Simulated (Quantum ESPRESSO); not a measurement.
# Collinear magnetic orders of LaMnSi2 with Quantum ESPRESSO

Wanted: the moments of LaMnSi2 and the energy of each order that was tried.

Calculated with Quantum ESPRESSO 7.5; LDA; plane waves with GBRV 1.5 LDA potentials, no spin-orbit coupling.

## 1. The structure

The structure is orthorhombic, space group Cmcm (No. 63). Conventional cell: a = 4.191 Å, b = 17.680 Å, c = 4.073 Å, α = 90.00°, β = 90.00°, γ = 90.00°. Nearest to La lie 11 Si at 3.11 to 3.73 Å and 4 Mn at 3.28 to 3.30 Å. Nearest to Mn lie 4 Si at 2.33 to 2.42 Å and 4 Mn at 2.92 Å and 4 La at 3.28 to 3.30 Å. Si has 3 Si at 2.46 to 2.58 Å and 6 La at 3.11 to 3.38 Å nearest. Nearest to Si lie 4 Mn at 2.33 to 2.42 Å and 5 Si at 2.46 to 3.74 Å and 5 La at 3.24 to 3.73 Å. Farther neighbours are not listed.

The cell comes from the Crystallography Open Database.

## 2. Run 1 (ferro ++)

The signs are those of the starting moments on the seeded atoms, the atoms that are given a moment.

The input, pw.in:

```
&CONTROL
  calculation = 'scf'
  prefix = 'pwscf'
  outdir = './tmp'
  pseudo_dir = './pseudo'
  disk_io = 'nowf'
/
&SYSTEM
  ibrav = 0
  celldm(1) = 8
  nat = 8
  ntyp = 3
  ecutwfc = 40
  ecutrho = 280
  nbnd = 49
  occupations = 'smearing'
  smearing = 'fd'
  degauss = 0.00734986
  nspin = 2
  starting_magnetization(1) = 0
  starting_magnetization(2) = 0.2333
  starting_magnetization(3) = 0
/
&ELECTRONS
  conv_thr = 1.6d-08
  electron_maxstep = 150
  mixing_beta = 0.3
/
ATOMIC_SPECIES
La    138.9055 la_lda_v1.uspp.F.UPF
Mn     54.9380 mn_lda_v1.5.uspp.F.UPF
Si     28.0850 si_lda_v1.uspp.F.UPF
CELL_PARAMETERS alat
   0.4949901367692   -2.0881473677115    0.0000000000000
   0.4949901367692    2.0881473677115    0.0000000000000
   0.0000000000000    0.0000000000000    0.9621068132001
ATOMIC_POSITIONS crystal
La      0.8948000000    0.1052000000    0.2500000000
La      0.1052000000    0.8948000000    0.7500000000
Mn      0.2522000000    0.7478000000    0.2500000000
Mn      0.7478000000    0.2522000000    0.7500000000
Si      0.5450000000    0.4550000000    0.2500000000
Si      0.4550000000    0.5450000000    0.7500000000
Si      0.6840000000    0.3160000000    0.2500000000
Si      0.3160000000    0.6840000000    0.7500000000
K_POINTS automatic
6 6 6 0 0 0
```

Run with:

```sh
OMP_NUM_THREADS=1 mpirun -n 4 pw.x -nk 4 -in pw.in > pw.out
```

Output:

```text
Program PWSCF v.7.5 starts

     Message from routine setup:
     using ibrav=0 with symmetry is DISCOURAGED, use correct ibrav instead

     K-points division:     npool     =       4
     Subspace diagonalization in iterative solution of the eigenvalue problem:

     G-vector sticks info
     --------------------
     sticks:   dense  smooth     PW     G-vecs:    dense   smooth      PW
     Sum        2945    1681    551                80557    34779    6475

     Using Slab Decomposition

     bravais-lattice index     =            0
     lattice parameter (alat)  =       8.0000  a.u.
     unit-cell volume          =    1018.3122 (a.u.)^3
     number of atoms/cell      =            8
     number of atomic types    =            3
     number of electrons       =        68.00
     number of Kohn-Sham states=           49
     kinetic-energy cutoff     =      40.0000  Ry
     charge density cutoff     =     280.0000  Ry
     scf convergence threshold =      1.6E-08
     mixing beta               =       0.3000
     number of iterations used =            8  plain     mixing
     Exchange-correlation= SLA  PZ   NOGX NOGC
                           (   1   1   0   0   0   0   0)

     celldm(1)=   8.000000  celldm(2)=   0.000000  celldm(3)=   0.000000
     celldm(4)=   0.000000  celldm(5)=   0.000000  celldm(6)=   0.000000

     crystal axes: (cart. coord. in units of alat)
               a(1) = (   0.494990  -2.088147   0.000000 )
               a(2) = (   0.494990   2.088147   0.000000 )
               a(3) = (   0.000000   0.000000   0.962107 )

     reciprocal axes: (cart. coord. in units 2 pi/alat)
               b(1) = (  1.010121 -0.239447  0.000000 )
               b(2) = (  1.010121  0.239447 -0.000000 )
               b(3) = ( -0.000000  0.000000  1.039386 )

     PseudoPot. # 1 for La read from file:
     la_lda_v1.uspp.F.UPF
     Pseudo is Ultrasoft + core correction, Zval = 11.0
     Generated by new atomic code, or converted to UPF format
     Using radial grid of  995 points,  8 beta functions with:
                l(1) =   0
                l(2) =   0
                l(3) =   1
                l(4) =   1
                l(5) =   2
                l(6) =   2
                l(7) =   3
                l(8) =   3
     Q(r) pseudized with  8 coefficients,  rinner =    1.700   1.700   1.700
                                                       1.700   1.700   1.700
                                                       1.700

     PseudoPot. # 2 for Mn read from file:
     mn_lda_v1.5.uspp.F.UPF
     Pseudo is Ultrasoft + core correction, Zval = 15.0
     Generated by new atomic code, or converted to UPF format
     Using radial grid of  859 points,  6 beta functions with:
                l(1) =   0
                l(2) =   0
                l(3) =   1
                l(4) =   1
                l(5) =   2
                l(6) =   2
     Q(r) pseudized with  8 coefficients,  rinner =    0.950   0.950   0.950
                                                       0.950   0.950

     PseudoPot. # 3 for Si read from file:
     si_lda_v1.uspp.F.UPF
     Pseudo is Ultrasoft + core correction, Zval =  4.0
     Generated by new atomic code, or converted to UPF format
     Using radial grid of  899 points,  6 beta functions with:
                l(1) =   0
                l(2) =   0
                l(3) =   1
                l(4) =   1
                l(5) =   2
                l(6) =   2
     Q(r) pseudized with  8 coefficients,  rinner =    0.900   0.900   0.900
                                                       0.900   0.900

     atomic species   valence    mass     pseudopotential
     La               11.00   138.90550     La( 1.00)
     Mn               15.00    54.93800     Mn( 1.00)
     Si                4.00    28.08500     Si( 1.00)

     Starting magnetic structure
     atomic species   magnetization
     La              0.000
     Mn              0.233
     Si              0.000

      8 Sym. Ops., with inversion, found ( 4 have fractional translation)

   Cartesian axes

     site n.     atom                  positions (alat units)
         1        La     tau(   1) = (   0.4949901  -1.6488012   0.2405267  )
         2        La     tau(   2) = (   0.4949901   1.6488012   0.7215801  )
         3        Mn     tau(   3) = (   0.4949901   1.0348858   0.2405267  )
         4        Mn     tau(   4) = (   0.4949901  -1.0348858   0.7215801  )
         5        Si     tau(   5) = (   0.4949901  -0.1879333   0.2405267  )
         6        Si     tau(   6) = (   0.4949901   0.1879333   0.7215801  )
         7        Si     tau(   7) = (   0.4949901  -0.7684382   0.2405267  )
         8        Si     tau(   8) = (   0.4949901   0.7684382   0.7215801  )

     number of k points=    52  Fermi-Dirac smearing, width (Ry)=  0.0073
                       cart. coord. in units 2pi/alat
        k(    1) = (   0.0000000   0.0000000   0.0000000), wk =   0.0046296
        k(    2) = (   0.0000000   0.0000000   0.1732309), wk =   0.0092593
        k(    3) = (   0.0000000   0.0000000   0.3464619), wk =   0.0092593
        k(    4) = (   0.0000000   0.0000000  -0.5196928), wk =   0.0046296
        k(    5) = (   0.1683535   0.0399078   0.0000000), wk =   0.0185185
        [... 47 further k-points ...]

     Dense  grid:    80557 G-vectors     FFT dimensions: (  96,  96,  48)

     Smooth grid:    34779 G-vectors     FFT dimensions: (  72,  72,  32)

     Check: negative core charge=   -0.000017
     Generating pointlists ...
     new r_m :   0.3030 (alat units)  2.4242 (a.u.) for type    1
     new r_m :   0.2268 (alat units)  1.8147 (a.u.) for type    2
     new r_m :   0.2268 (alat units)  1.8147 (a.u.) for type    3

     Initial potential from superposition of free atoms

     starting charge      66.9401, renormalised to      68.0000

     negative rho (up, down):  8.458E-02 8.466E-02
     Starting wfcs are   82 randomized atomic wfcs

     Self-consistent Calculation

     iteration #  1     ecut=    40.00 Ry     beta= 0.30
     Davidson diagonalization with overlap
     ethr =  1.00E-02,  avg # of iterations =  2.1

     negative rho (up, down):  7.981E-02 7.907E-02

     total energy              =    -664.60592433 Ry
     estimated scf accuracy    <       3.09566367 Ry

     total magnetization       =     4.30 Bohr mag/cell
     absolute magnetization    =     4.92 Bohr mag/cell

     iteration #  2     ecut=    40.00 Ry     beta= 0.30
     Davidson diagonalization with overlap
     ethr =  4.55E-03,  avg # of iterations =  5.3

     negative rho (up, down):  6.808E-02 6.763E-02

     total energy              =    -663.06547852 Ry
     estimated scf accuracy    <      43.90019078 Ry

     total magnetization       =     2.36 Bohr mag/cell
     absolute magnetization    =     2.74 Bohr mag/cell

     iteration #  3     ecut=    40.00 Ry     beta= 0.30
     Davidson diagonalization with overlap
     ethr =  4.55E-03,  avg # of iterations =  5.5

     negative rho (up, down):  6.491E-02 6.452E-02

     total energy              =    -665.59840356 Ry
     estimated scf accuracy    <       0.83180196 Ry

     total magnetization       =     3.79 Bohr mag/cell
     absolute magnetization    =     4.48 Bohr mag/cell

     [... further iterations left out ...]

     iteration # 17     ecut=    40.00 Ry     beta= 0.30
     Davidson diagonalization with overlap
     ethr =  2.43E-09,  avg # of iterations =  3.1

     negative rho (up, down):  6.308E-02 6.155E-02

     total energy              =    -665.66968432 Ry
     estimated scf accuracy    <       0.00000010 Ry

     total magnetization       =     3.13 Bohr mag/cell
     absolute magnetization    =     3.62 Bohr mag/cell

     iteration # 18     ecut=    40.00 Ry     beta= 0.30
     Davidson diagonalization with overlap
     ethr =  1.47E-10,  avg # of iterations =  5.0

     negative rho (up, down):  6.308E-02 6.155E-02

     total energy              =    -665.66968440 Ry
     estimated scf accuracy    <       0.00000008 Ry

     total magnetization       =     3.13 Bohr mag/cell
     absolute magnetization    =     3.62 Bohr mag/cell

     iteration # 19     ecut=    40.00 Ry     beta= 0.30
     Davidson diagonalization with overlap
     ethr =  1.10E-10,  avg # of iterations =  1.2

     negative rho (up, down):  6.308E-02 6.155E-02

     total energy              =    -665.66968440 Ry
     estimated scf accuracy    <       0.00000004 Ry

     total magnetization       =     3.13 Bohr mag/cell
     absolute magnetization    =     3.62 Bohr mag/cell

     iteration # 20     ecut=    40.00 Ry     beta= 0.30
     Davidson diagonalization with overlap
     ethr =  5.83E-11,  avg # of iterations =  2.4

     negative rho (up, down):  6.308E-02 6.156E-02

     Magnetic moment per site  (integrated on atomic sphere of radius R)
     atom   1 (R=0.303)  charge=  8.3241  magn= -0.0101
     atom   2 (R=0.303)  charge=  8.3241  magn= -0.0101
     atom   3 (R=0.227)  charge= 12.9799  magn=  1.5384
     atom   4 (R=0.227)  charge= 12.9799  magn=  1.5384
     atom   5 (R=0.227)  charge=  1.7165  magn= -0.0048
     atom   6 (R=0.227)  charge=  1.7165  magn= -0.0048
     atom   7 (R=0.227)  charge=  1.8167  magn= -0.0470
     atom   8 (R=0.227)  charge=  1.8167  magn= -0.0470

     End of self-consistent calculation

     Number of k-points >= 100: set verbosity='high' to print the bands.

     the Fermi energy is    11.7307 ev

!    total energy              =    -665.66968440 Ry
     estimated scf accuracy    <          4.9E-10 Ry
     smearing contrib. (-TS)   =      -0.01231216 Ry
     internal energy E=F+TS    =    -665.65737225 Ry

     The total energy is F=E-TS. E is the sum of the following terms:
     one-electron contribution =    -424.09321077 Ry
     hartree contribution      =     243.26154129 Ry
     xc contribution           =    -167.69656320 Ry
     ewald contribution        =    -317.12913956 Ry

     total magnetization       =     3.13 Bohr mag/cell
     absolute magnetization    =     3.62 Bohr mag/cell

     convergence has been achieved in  20 iterations

=------------------------------------------------------------------------------=
   JOB DONE.
=------------------------------------------------------------------------------=
```

It took 5.7 min on 4 MPI ranks of Arm Neoverse V2, shared host; peak memory 1.6 GiB.

Spin moment in the atom's sphere by atom:

| atom | spin moment in the atom's sphere (μB) |
| --- | --- |
| La1 | -0.01 |
| La2 | -0.01 |
| Mn3 | 1.54 |
| Mn4 | 1.54 |
| Si5 | 0.00 |
| Si6 | 0.00 |
| Si7 | -0.05 |
| Si8 | -0.05 |

Numbers from this step:

```yaml
smearing_term_ts: 0.1675 eV
magnetization: 3.127 μB
absolute_magnetization: 3.622 μB
final_state: ferromagnetic
```

[end of part 1 of 2]

[Logs and program files are shortened in this print: banners, set-up blocks, solver, clock and traceback lines can be left out without a mark of their own.]

[Logs are printed without paths, hosts, clocks, repeated set-up lines and the standing remarks that a program may print on its own settings, such as how far it seeks lower states.]

[Hosts, paths, dates, database ids (printed as entryN), source tags and the programs' standing remarks are cut or masked in the printed files.]

[Where a cell is said to come from a database of computed structures, the database is the Materials Project.]
